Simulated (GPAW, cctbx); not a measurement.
## Bonding in Mg3W as X-rays see it

Aim: compute the bonding part of the density of Mg3W, find which reflections carry it, and see how it biases an ordinary refinement.

The start was made by putting kin elements into a known structure type; the compound need not exist, or be stable, in this form. All numbers below are calculated.

## Step 1: Relax the structure

The density hangs on the geometry, so cell and atoms are relaxed first, with the symmetry held. The cutoff is set higher than for the density because stress converges slowly with plane waves.

Settings: GPAW 26.7.0, PBE, 570 eV, 5×5×5 k-points, Fermi–Dirac width 0.1 eV, BFGS to 0.03 eV/Å.

```text
cell
1.0
     4.291000000    0.000000000    0.000000000
     0.000000000    4.291000000    0.000000000
     0.000000000    0.000000000    4.291000000
W Mg
1 3
Direct
0.000000000 0.000000000 0.000000000
0.500000000 0.500000000 0.000000000
0.500000000 0.000000000 0.500000000
0.000000000 0.500000000 0.500000000
```

```console
$ OMP_NUM_THREADS=1 mpirun -n 4 gpaw python run.py > gpaw.log
```

```text
BFGS:    0      -14.312497        0.581439
BFGS:    1      -14.326118        0.532508
BFGS:    2      -14.390985        0.044415
BFGS:    3      -14.391714        0.002778
cell  4.1937 4.1937 4.1937  90.00 90.00 90.00
volume 73.755 A^3, largest force 0.000 eV/A, largest stress 0.02 GPa
```

After 3 steps the volume has changed by -6.6 % and the energy by -0.079 eV; the largest stress left is 0.02 GPa. It took 17 s on 4 cores of Intel(R) Xeon(R) Platinum 8488C (Sapphire Rapids) (shared host), peak memory 0.75 GiB.

Relaxed structure: Pm-3m (no. 221), a = 4.1937 Å, b = 4.1937 Å, c = 4.1937 Å, α = 90.00°, β = 90.00°, γ = 90.00°.

| atom | mult. | x | y | z |
| --- | --- | --- | --- | --- |
| W1 | 1 | 0 | 0 | 0 |
| Mg1 | 3 | 1/2 | 1/2 | 0 |

## Step 2: Density and charge transfer

X-rays see the whole electron density, so the PAW density is rebuilt with its core regions. Subtracting spherical free atoms from the same code cancels the cores and leaves the deformation density Δρ, the part due to bonding.

Settings: PBE, 450 eV, 6×6×6 k-points, Fermi–Dirac width 0.1 eV; primitive cell of 4 atoms.

```console
$ OMP_NUM_THREADS=1 mpirun -n 4 gpaw python run.py > gpaw.log
```

```text
|iter:   1|       0s |  -14.437350 | +0.11 |       |
|iter:   2|       1s |  -14.413090 | -2.16 | -1.43 |
|iter:   3|       1s |  -14.398676 | -1.63 | -1.46 |
...
|iter:   7|       3s |  -14.281717c| -4.59 | -3.05 |
|iter:   8|       3s |  -14.281720c| -6.84 | -4.14c|
|iter:   9|       3s |  -14.281721c| -7.80c| -4.53c|
```

```text
grid (42, 42, 42)  electrons 110.000  moved by bonding 0.745 e
deformation density beyond 0.5 A of the nuclei: max 0.166, min -0.257 e/A^3
atom        x       y       z   Voronoi charge  moment
W 1    0.0000  0.0000  0.0000     -0.050       0.00
Mg2    0.5000  0.5000  0.0000      0.017       0.00
Mg3    0.5000  0.0000  0.5000      0.017       0.00
Mg4    0.0000  0.5000  0.5000      0.017       0.00
mean inner potential of superposed free atoms 17.676 V
total magnetic moment 0.000 muB
```

Deformation density in a plane through the shortest contact of the W atom at the origin, in 0.01 e/Å³ (clipped at ±99); x from -1.6 to 4.6 Å, y from 2.4 down to -2.4 Å:

```text
  1   1  -2  -3  -2  -3  -1   2   0 -10 -21   3 -18 -13  -2   2
  1   2   1  -1  -1   0   1   2   1  -4  -6   1  -5  -5   0   2
  3   3   2   2   2   2   2   3   2   1   1   2   1   1   2   3
  3   1  -1  -1   1  -1  -1   2   3   2   1   1   1   2   3   2
  2  -1  -9  -9   4 -11  -7   0   2   0  -2  -3  -2   0   2   1
  2  -1 -11 -24   . -24  -8   0   1  -2  -2   .  -1  -2   1   1
  2   1   4   .   .  -3   2   2   1  -2  -1   .   .  -3   1   2
  2  -1 -11 -24   . -24  -8   0   1  -2  -2   .  -1  -2   1   1
  2  -1  -9  -9   4 -11  -7   0   2   0  -2  -3  -2   0   2   1
  3   1  -1  -1   1  -1  -1   2   3   2   1   1   1   2   3   2
  3   3   2   2   2   2   2   3   2   1   1   2   1   1   2   3
  1   2   1  -1  -1   0   1   2   1  -4  -6   1  -5  -5   0   2
  1   1  -2  -3  -2  -3  -1   2   0 -10 -21   3 -18 -13  -2   2
```

Atoms in or within 0.15 Å of the plane: W (0.0, 0.0), Mg (3.0, 0.0) Å. Dots mark points within about 0.45 Å of a nucleus; large values next to them are atomic features.

W gains most (-0.05 e) and Mg loses most (+0.02 e), as electronegativity suggests. Along the shortest contact from the W atom at the map's origin, W–Mg at 2.97 Å, Δρ is +0.02 e/Å³ at the midpoint and highest, +0.06, 0.66 Å from W (points within 0.5 Å of a nucleus left out): little piles up between the atoms, as is usual in a metallic crystal, which this run finds. At the midpoints of other shortest contacts it is 0.00 (Mg–Mg, 2.96 Å) e/Å³. Point values carry grid noise of about 0.01 e/Å³. The run needed 9 iterations, 8.3 s.

## Step 3: From the density to structure factors

The Fourier components of Δρ, added to those of the free atoms, give the static X-ray structure factors; the Mott–Bethe relation turns them into the Fourier components V of the potential that fast electrons feel.

```text
static structure factors of the conventional cell: F in electrons, V (Mott-Bethe) in volts
   h  k  l      d  |F| table  |F| free   |F| DFT   change   |V| free  |V| DFT  change %
   0  1  0  4.1937    58.357    58.297    58.473    0.176     4.048    3.855     -4.8
   0  1  1  2.9654    55.571    55.527    55.421   -0.105     3.537    3.595      1.6
   1  1  1  2.4212    87.967    87.855    87.603   -0.253     8.068    8.160      1.1
   0  2  0  2.0969    84.454    84.282    83.982   -0.300     7.027    7.109      1.2
   0  2  1  1.8755    49.973    49.875    49.840   -0.034     2.651    2.658      0.3
   1  2  1  1.7121    48.567    48.470    48.518    0.048     2.465    2.456     -0.4
   0  2  2  1.4827    74.050    73.871    74.021    0.150     4.936    4.915     -0.4
   1  2  2  1.3979    45.086    45.038    45.110    0.073     2.060    2.051     -0.4
   0  3  0  1.3979    45.086    45.038    44.853   -0.185     2.060    2.082      1.1
   0  3  1  1.3262    44.113    44.082    43.982   -0.100     1.958    1.969      0.6
   1  3  1  1.2644    68.223    68.099    68.126    0.026     4.163    4.161     -0.1
   2  2  2  1.2106    66.532    66.423    66.580    0.158     3.969    3.955     -0.4
   0  3  2  1.1631    41.608    41.607    41.592   -0.015     1.715    1.716      0.1
   1  3  2  1.1208    40.884    40.886    40.902    0.016     1.648    1.647     -0.1
```

The largest X-ray change is -0.30 e on 020, 0.4 % of |F|. For electrons V goes as (Z − F)/g², so a change of F counts against Z − F, which is small at low angle and wherever the atoms' terms cancel: |V| of 010 moves by -4.8 % (4.05 to 3.85 V) against +0.3 % in |F|. The last three rows still change by up to 0.16 e, so the effect has not died out in this range. The tabulated Hartree–Fock atoms differ from the free DFT atoms by up to 0.18 e, so the choice of reference atom matters too.

## Step 4: Which functional?

The same geometry is run with other functionals, to see whether the bonding signal is larger than the spread between approximations. Free atoms are LDA for LDA and PBE otherwise; meta-GGAs and hybrids keep PBE cores. Any other changed setting is in the row's label.

```csv
run,ΔF 020 (e),ΔF 111 (e),ΔF 030 (e),q(W) (e),moved (e),time
PBE,-0.300,-0.253,-0.185,-0.050,0.745,8.3 s
LDA,-0.300,-0.242,-0.175,-0.071,0.717,8.2 s
r2SCAN,-0.281,-0.239,-0.238,-0.064,0.857,15 s
```

At the base's settings ΔF(020) spans -0.300 to -0.281 e, a spread of 6 % of the PBE value; over the three listed reflections the spread is at most 34 %, so the sign holds and the size hangs on the functional. Times are from shared hosts.

## Step 5: What a spherical-atom refinement makes of it

Routine crystallography fits spherical atoms. To see the bias, intensities are simulated from tabulated atoms plus the DFT change ΔF, so that bonding alone can misfit (2516 reflections of the full sphere, merged to the counts below, to 0.5 Å, 1 % proportional noise plus counting noise, assumed isotropic U as listed, Δρ smeared by the mean U) and refined with cctbx over different ranges.

| range | data | R1 | GooF | U W1 (true 0.0043) | U Mg1 (true 0.0082) | largest shift (Å) | Δρ max, min (e/Å³) |
| --- | --- | --- | --- | --- | --- | --- | --- |
| all data | 91 | 0.0015 | 1.04 | 0.0043 | 0.0082 | 0.0000 | 0.16, -0.16 |
| low resolution, d > 0.84 | 24 | 0.0015 | 1.17 | 0.0043 | 0.0082 | 0.0000 | 0.07, -0.07 |
| high order, d < 0.75 | 58 | 0.0015 | 0.99 | 0.0043 | 0.0082 | 0.0000 | 0.16, -0.13 |
| occupancies free, d > 0.7 | 39 | 0.0015 | 1.14 | 0.0043 | 0.0081 | 0.0000 | 0.13, -0.10 |

With all data GooF is 1.04, so at this noise the bonding hardly shows; the top residual peak, near noise level, lies 2.10 Å from Mg and 2.10 Å from Mg. No U is off by more than 3 s.u. at low resolution. Symmetry fixes every coordinate, so the shifts are zero by construction. With W1 held at 1 and the scale free, the other occupancies refine to Mg1 0.997(0.004), within three s.u. of full.

## Step 6: Answer

Bonding moves 0.74 e in the primitive cell of Mg3W and changes the structure factors of the conventional cell in the table above by at most 0.30 e (020, 0.4 %), and among reflections above 2 % of the strongest by up to 0.4 % (030). The shortest bond, W–Mg, has Δρ = +0.02 e/Å³ at its midpoint, with no localised bond charge. At the base's settings ΔF(020) spans -0.300 to -0.281 e, a spread of 6 % of the PBE value; over the three listed reflections the spread is at most 34 %, so the sign holds and the size hangs on the functional. With all data GooF is 1.04, so at this noise the bonding hardly shows. Limits: static density, frozen cores, no spin–orbit coupling.

[Outputs are excerpts: Python notices, other lines and further rows are left out; steps that failed or that the build refused (PBEsol, TPSS) are not shown.]

[Logs are printed without paths, hosts, clocks, repeated set-up lines and the standing remarks that a program may print on its own settings, such as how far it seeks lower states.]
